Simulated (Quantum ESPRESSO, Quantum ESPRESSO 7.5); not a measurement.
**Mo: work function by face**

Wanted: work functions of Mo face by face, under two functionals.

Main program and level: Quantum ESPRESSO 7.5; plane-wave DFT, PBE, PseudoDojo norm-conserving pseudopotentials (geometry by pw.x at PBE, GBRV ultrasoft).

The experiments to compare with:

“Anisotropic work function of elemental crystals” (2019, arxiv:1902.07811) quotes from earlier work for Mo (clean single-crystal faces): work function of (110) (clean (110) face) 4.95 eV; work function of (100) (clean (100) face, which reconstructs) 4.45 eV; work function of (111) (clean (111) face) 4.52 eV.

**1. Set-up**

The cell holds 7 atoms: 7 Mo. Its edges and angles: a = 2.728 Å, b = 2.728 Å, c = 29.364 Å, α = 90.0°, β = 90.0°, γ = 70.5°. It derives from Mo. Vacuum lies along c.

**2. Relaxing the ions of (110), PBE**

BFGS moves the free atoms until their forces fall under forc_conv_thr; those flagged 0 0 0 are held.

110.relax.in reads:

```
&control
  prefix = '110.relax'
  outdir = './out'
  pseudo_dir = './pseudo'
  nstep = 40
  forc_conv_thr = 0.001
  calculation = 'relax'
/
&system
  ibrav = 0
  nat = 7
  ntyp = 1
  ecutwfc = 40
  ecutrho = 200
  occupations = 'smearing'
  smearing = 'mv'
  degauss = 0.02
/
&electrons
  conv_thr = 1e-07
  mixing_beta = 0.4
  electron_maxstep = 120
  mixing_mode = 'local-TF'
/
&ions
/
ATOMIC_SPECIES
  Mo  95.9500  mo_pbe_v1.uspp.F.UPF
CELL_PARAMETERS angstrom
  2.22738636073762 -1.57500000000000 0.00000000000000
  2.22738636073762 1.57500000000000 0.00000000000000
  0.00000000000000 0.00000000000000 29.36431816442575
ATOMIC_POSITIONS crystal
  Mo  0.000000000000 0.000000000000 0.272439494600
  Mo  0.500000000000 0.500000000000 0.348292996400
  Mo  0.000000000000 0.000000000000 0.424146498200 0 0 0
  Mo  0.500000000000 0.500000000000 0.500000000000 0 0 0
  Mo  0.000000000000 0.000000000000 0.575853501800 0 0 0
  Mo  0.500000000000 0.500000000000 0.651707003600
  Mo  0.000000000000 0.000000000000 0.727560505400
K_POINTS automatic
  12 12 1 0 0 0
```

Started as:

```sh
OMP_NUM_THREADS=1 mpirun -n 4 pw.x -nk 4 -in 110.relax.in > 110.relax.out
```

Log:

```text
Program PWSCF v.7.5 starts
[citation notice left out]

     Parallel version (MPI & OpenMP), running on       4 processor cores
     Number of MPI processes:                 4
     Threads/MPI process:                     1

     MPI processes distributed on     1 nodes
[...]
Current dimensions of program PWSCF are:
     Max number of different atomic species (ntypx) = 10
     Max number of k-points (npk) =  40000
     Max angular momentum in pseudopotentials (lmaxx) =  4
     Message from routine setup:
     using ibrav=0 with symmetry is DISCOURAGED, use correct ibrav instead

     K-points division:     npool     =       4
     Subspace diagonalization in iterative solution of the eigenvalue problem:
     a serial algorithm will be used

     G-vector sticks info
     --------------------
     sticks:   dense  smooth     PW     G-vecs:    dense   smooth      PW
     Sum         399     315     99                66539    47461    8959

     Using Slab Decomposition

     bravais-lattice index     =            0
     lattice parameter (alat)  =       5.1551  a.u.
     unit-cell volume          =    1390.3452 (a.u.)^3
     number of atoms/cell      =            7
     number of atomic types    =            1
     number of electrons       =        98.00
     number of Kohn-Sham states=           59
     kinetic-energy cutoff     =      40.0000  Ry
     charge density cutoff     =     200.0000  Ry
     scf convergence threshold =      1.0E-07
     mixing beta               =       0.4000
     number of iterations used =            8  local-TF  mixing
     energy convergence thresh.=      1.0E-04
     force convergence thresh. =      1.0E-03
     Exchange-correlation= SLA  PW   PBE  PBE
                           (   1   4   3   4   0   0   0)
     nstep                     =           40

     celldm(1)=   5.155135  celldm(2)=   0.000000  celldm(3)=   0.000000
     celldm(4)=   0.000000  celldm(5)=   0.000000  celldm(6)=   0.000000

     crystal axes: (cart. coord. in units of alat)
               a(1) = (   0.816497  -0.577350   0.000000 )
               a(2) = (   0.816497   0.577350   0.000000 )
               a(3) = (   0.000000   0.000000  10.764125 )

     reciprocal axes: (cart. coord. in units 2 pi/alat)
               b(1) = (  0.612372 -0.866025  0.000000 )
               b(2) = (  0.612372  0.866025 -0.000000 )
               b(3) = ( -0.000000  0.000000  0.092901 )

     PseudoPot. # 1 for Mo read from file:
     ./pseudo/mo_pbe_v1.uspp.F.UPF
     Pseudo is Ultrasoft + core correction, Zval = 14.0
     Generated by new atomic code, or converted to UPF format
     Using radial grid of  889 points,  6 beta functions with:
                l(1) =   0
                l(2) =   0
                l(3) =   1
                l(4) =   1
                l(5) =   2
                l(6) =   2
     Q(r) pseudized with  6 coefficients,  rinner =    1.000   1.000   1.000
                                                       1.000   1.000

     atomic species   valence    mass     pseudopotential
     Mo               14.00    95.95000     Mo( 1.00)

      8 Sym. Ops., with inversion, found

   Cartesian axes

     site n.     atom                  positions (alat units)
         1        Mo     tau(   1) = (   0.0000000   0.0000000   2.9325728  )
         2        Mo     tau(   2) = (   0.8164966   0.0000000   3.7490694  )
         3        Mo     tau(   3) = (   0.0000000   0.0000000   4.5655660  )
         4        Mo     tau(   4) = (   0.8164966   0.0000000   5.3820625  )
         5        Mo     tau(   5) = (   0.0000000   0.0000000   6.1985591  )
         6        Mo     tau(   6) = (   0.8164966   0.0000000   7.0150557  )
         7        Mo     tau(   7) = (   0.0000000   0.0000000   7.8315523  )

     number of k points=    43  Marzari-Vanderbilt smearing, width (Ry)=  0.0200
                       cart. coord. in units 2pi/alat
        k(    1) = (   0.0000000   0.0000000   0.0000000), wk =   0.0138889
        k(    2) = (   0.0510310   0.0721688   0.0000000), wk =   0.0555556
        k(    3) = (   0.1020621   0.1443376   0.0000000), wk =   0.0555556
        k(    4) = (   0.1530931   0.2165064   0.0000000), wk =   0.0555556
        k(    5) = (   0.2041241   0.2886751   0.0000000), wk =   0.0555556
        k(    6) = (   0.2551552   0.3608439   0.0000000), wk =   0.0555556
        k(    7) = (  -0.3061862  -0.4330127   0.0000000), wk =   0.0277778
        k(    8) = (   0.1020621   0.0000000   0.0000000), wk =   0.0277778
        k(    9) = (   0.1530931   0.0721688   0.0000000), wk =   0.0555556
        k(   10) = (   0.2041241   0.1443376   0.0000000), wk =   0.0555556
[...]
k(   43) = (  -0.6123724   0.0000000   0.0000000), wk =   0.0138889

     Dense  grid:    66539 G-vectors     FFT dimensions: (  24,  24, 250)

     Smooth grid:    47461 G-vectors     FFT dimensions: (  24,  24, 225)

     Estimated max dynamical RAM per process >     166.70 MB

     Estimated total dynamical RAM >     618.08 MB

     Check: negative core charge=   -0.000001

     Initial potential from superposition of free atoms

     starting charge      97.9926, renormalised to      98.0000

     negative rho (up, down):  4.010E-03 0.000E+00
     Starting wfcs are   91 randomized atomic wfcs

     total cpu time spent up to now is        3.1 secs

     per-process dynamical memory:   109.8 Mb

     Self-consistent Calculation

     iteration #  1     ecut=    40.00 Ry     beta= 0.40
     Davidson diagonalization with overlap
     ethr =  1.00E-02,  avg # of iterations =  2.0

     negative rho (up, down):  1.587E-03 0.000E+00

     total cpu time spent up to now is        9.0 secs

     total energy              =    -975.25944743 Ry
     estimated scf accuracy    <       4.67390302 Ry

     iteration #  2     ecut=    40.00 Ry     beta= 0.40
[...]
negative rho (up, down):  4.037E-04 0.000E+00

[...]
total energy              =    -975.18236422 Ry
     estimated scf accuracy    <       1.37729572 Ry

     iteration #  3     ecut=    40.00 Ry     beta= 0.40
[...]
negative rho (up, down):  3.347E-04 0.000E+00

[...]
total energy              =    -975.17740281 Ry
     estimated scf accuracy    <       0.19066163 Ry

     iteration #  4     ecut=    40.00 Ry     beta= 0.40
[...]
negative rho (up, down):  2.460E-04 0.000E+00

[...]
total energy              =    -975.19729767 Ry
[...]
-25.3760 -25.3593 -25.2489 -25.2483   3.8381   4.0773   4.4885   4.9497
     5.2383   5.4401   5.4589   6.3303   6.3799   6.4915   6.5880   6.7505
     6.9497   7.1399   7.4370   7.5052   7.5704   7.7172   7.7202   8.0032
     8.0064   9.7089   9.7187  10.1681  10.2042  10.3085  10.3373  10.4090
    10.5419  10.7685  10.8816

          k = 0.2041 0.2887 0.0000 (  5955 PWs)   bands (ev):

   -51.9283 -51.9239 -51.8784 -51.8217 -51.7884 -51.7084 -51.7083 -26.5349
   -26.5325 -26.4446 -26.4351 -26.2928 -26.2742 -26.1370 -26.0331 -25.9380
   -25.8548 -25.7663 -25.6921 -25.6348 -25.6100 -25.5176 -25.4976 -25.4383
   -25.3767 -25.3690 -25.2573 -25.2550   4.3068   4.3527   4.5243   4.7147
     5.1096   5.4537   5.5184   6.1698   6.2047   6.3365   6.4220   6.6558
     6.6599   7.0522   7.1257   7.6220   7.7157   8.2447   8.3999   8.9056
     8.9748  10.1759  10.4966  10.6145  10.6582  10.7375  10.7451  10.7724
    10.9782  11.2778  11.3311

          k = 0.2552 0.3608 0.0000 (  5970 PWs)   bands (ev):

   -51.8876 -51.8871 -51.8406 -51.8051 -51.7891 -51.6886 -51.6886 -26.6725
   -26.6493 -26.6001 -26.5469 -26.4670 -26.3167 -26.2774 -26.0296 -25.9176
   -25.8422 -25.7897 -25.7527 -25.7356 -25.7279 -25.5073 -25.4801 -25.4350
   -25.3840 -25.3738 -25.2609 -25.2605   4.1586   4.1694   4.5249   4.5938
     5.0023   5.3030   5.4965   5.9684   5.9977   6.1174   6.2182   6.4107
     6.4687   6.6332   7.5273   7.9535   8.2862   8.9240   9.3289   9.9404
    10.2424  10.3845  10.6810  10.7823  10.7978  10.8629  11.0147  11.0364
    11.3420  11.3593  11.6027

[...]
the Fermi energy is     9.2272 ev

!    total energy              =    -975.18996006 Ry
     estimated scf accuracy    <       0.00000003 Ry
     smearing contrib. (-TS)   =       0.00107648 Ry
     internal energy E=F+TS    =    -975.19103653 Ry

     The total energy is F=E-TS. E is the sum of the following terms:
     one-electron contribution =  -10066.09007975 Ry
     hartree contribution      =    5050.78577301 Ry
     xc contribution           =    -135.26452704 Ry
     ewald contribution        =    4175.37779725 Ry

     convergence has been achieved in  16 iterations

     negative rho (up, down):  4.269E-03 0.000E+00

     Forces acting on atoms (cartesian axes, Ry/au):

     atom    1 type  1   force =     0.00000000    0.00000000    0.02243323
     atom    2 type  1   force =     0.00000000    0.00000000   -0.02660244
     atom    3 type  1   force =     0.00000000    0.00000000   -0.00096563
     atom    4 type  1   force =     0.00000000    0.00000000    0.00000000
     atom    5 type  1   force =     0.00000000    0.00000000    0.00096563
     atom    6 type  1   force =     0.00000000    0.00000000    0.02660244
     atom    7 type  1   force =     0.00000000    0.00000000   -0.02243323

     Total force =     0.049213     Total SCF correction =     0.001144

     BFGS Geometry Optimization
     Energy error            =      2.4E-03 Ry
     Gradient error          =      2.7E-02 Ry/Bohr

     number of scf cycles    =   1
     number of bfgs steps    =   0

     energy             new  =    -975.1899600555 Ry

     new trust radius        =       0.0266024430 bohr
     new conv_thr            =       0.0000001000 Ry

ATOMIC_POSITIONS (crystal)
Mo               0.0000000000        0.0000000000        0.2728437661
Mo               0.5000000000        0.5000000000        0.3478135912
Mo               0.0000000000        0.0000000000        0.4241464982    0   0   0
Mo               0.5000000000        0.5000000000        0.5000000000    0   0   0
Mo               0.0000000000        0.0000000000        0.5758535018    0   0   0
Mo               0.5000000000        0.5000000000        0.6521864088
Mo               0.0000000000        0.0000000000        0.7271562339

[...]
NEW-OLD atomic charge density approx. for the potential

     Check: negative core charge=   -0.000001

     negative rho (up, down):  4.321E-03 0.000E+00

     total cpu time spent up to now is       82.6 secs

     per-process dynamical memory:   132.3 Mb

     Self-consistent Calculation

     iteration #  1     ecut=    40.00 Ry     beta= 0.40
     Davidson diagonalization with overlap
     ethr =  1.00E-06,  avg # of iterations =  7.0

     negative rho (up, down):  4.228E-03 0.000E+00

     total cpu time spent up to now is       92.2 secs

     total energy              =    -975.19208201 Ry
     estimated scf accuracy    <       0.00176144 Ry

[...]
iteration # 12     ecut=    40.00 Ry     beta= 0.40
[...]
negative rho (up, down):  4.310E-03 0.000E+00

[...]
End of self-consistent calculation

[...]
the Fermi energy is     9.2391 ev

!    total energy              =    -975.19203094 Ry
     estimated scf accuracy    <       0.00000001 Ry
     smearing contrib. (-TS)   =       0.00128261 Ry
     internal energy E=F+TS    =    -975.19331355 Ry

     The total energy is F=E-TS. E is the sum of the following terms:
     one-electron contribution =  -10071.31842634 Ry
     hartree contribution      =    5053.46188090 Ry
     xc contribution           =    -135.27996730 Ry
     ewald contribution        =    4177.94319919 Ry

     convergence has been achieved in  12 iterations

     negative rho (up, down):  4.310E-03 0.000E+00

     Forces acting on atoms (cartesian axes, Ry/au):

     atom    1 type  1   force =     0.00000000    0.00000000    0.01696590
     atom    2 type  1   force =     0.00000000    0.00000000   -0.01792606
     atom    3 type  1   force =     0.00000000    0.00000000   -0.00379607
     atom    4 type  1   force =     0.00000000    0.00000000    0.00000000
     atom    5 type  1   force =     0.00000000    0.00000000    0.00379607
     atom    6 type  1   force =     0.00000000    0.00000000    0.01792606
     atom    7 type  1   force =     0.00000000    0.00000000   -0.01696590

     Total force =     0.034905     Total SCF correction =     0.000681
     Energy error            =      2.1E-03 Ry
     Gradient error          =      1.8E-02 Ry/Bohr

     number of scf cycles    =   2
     number of bfgs steps    =   1

     energy             old  =    -975.1899600555 Ry
     energy             new  =    -975.1920309395 Ry

     CASE: energy            _new < energy            _old

     new trust radius        =       0.0292626873 bohr
     new conv_thr            =       0.0000000179 Ry

ATOMIC_POSITIONS (crystal)
Mo               0.0000000000        0.0000000000        0.2733424131
Mo               0.5000000000        0.5000000000        0.3472862455
Mo               0.0000000000        0.0000000000        0.4241464982    0   0   0
Mo               0.5000000000        0.5000000000        0.5000000000    0   0   0
Mo               0.0000000000        0.0000000000        0.5758535018    0   0   0
Mo               0.5000000000        0.5000000000        0.6527137545
Mo               0.0000000000        0.0000000000        0.7266575869

[...]
NEW-OLD atomic charge density approx. for the potential

     Check: negative core charge=   -0.000001

     negative rho (up, down):  4.330E-03 0.000E+00

     total cpu time spent up to now is      141.9 secs

     per-process dynamical memory:   132.6 Mb

     Self-consistent Calculation

     iteration #  1     ecut=    40.00 Ry     beta= 0.40
     Davidson diagonalization with overlap
     ethr =  1.00E-06,  avg # of iterations =  7.7

     negative rho (up, down):  4.226E-03 0.000E+00

     total cpu time spent up to now is      152.1 secs

     total energy              =    -975.19359797 Ry
     estimated scf accuracy    <       0.00240918 Ry

[...]
iteration # 13     ecut=    40.00 Ry     beta= 0.40
[...]
negative rho (up, down):  4.316E-03 0.000E+00

[...]
End of self-consistent calculation

[...]
k = 0.0000-0.2887 0.0000 (  5964 PWs)   bands (ev):
[key lines of the parts left out:]
total energy              =    -975.19411014 Ry
```

The job ended after 8.4 min (4 MPI ranks of Intel Xeon 6975P-C (Granite Rapids), shared host; peak memory 0.82 GiB).

Relaxation path:

| step | energy less that of the first step (eV) | largest force (eV/Å) |
| --- | --- | --- |
| 1 | 0.0000 | 0.6840 |
| 2 | -0.0282 | 0.4609 |
| 3 | -0.0485 | 0.2542 |
| 4 | -0.0553 | 0.0760 |
| 5 | -0.0556 | 0.0613 |
| 6 | -0.0560 | 0.0524 |
| 7 | -0.0565 | 0.0467 |
| 8 | -0.0570 | 0.0359 |
| 9 | -0.0575 | 0.0188 |

The atoms that moved most (Å):

| atom | dx | dy | dz | length |
| --- | --- | --- | --- | --- |
| Mo1 | 0.000 | 0.000 | 0.058 | 0.058 |
| Mo7 | 0.000 | 0.000 | -0.058 | 0.058 |
| Mo6 | 0.000 | 0.000 | 0.031 | 0.031 |
| Mo2 | 0.000 | 0.000 | -0.031 | 0.031 |

The relaxation lowers the energy by 8 meV an atom. On the free atoms the largest force ends at 0.019 eV/Å.

This step gave:

| Item | Value |
| --- | --- |
| free energy | -13268.1929 eV |
| Fermi energy | 9.265 eV |

[end of part 1 of 6]

[Logs are printed without paths, hosts, clocks, repeated set-up lines and the standing remarks that a program may print on its own settings, such as how far it seeks lower states.]

[Hosts, paths, dates, database ids (printed as entryN), source tags and the programs' standing remarks are cut or masked in the printed files.]

[Maps of the electrostatic potential energy from Ansatz leave out the sawtooth potential of an applied field or a dipole correction, so their vacuum need not be flat; planar profiles and work functions include it.]
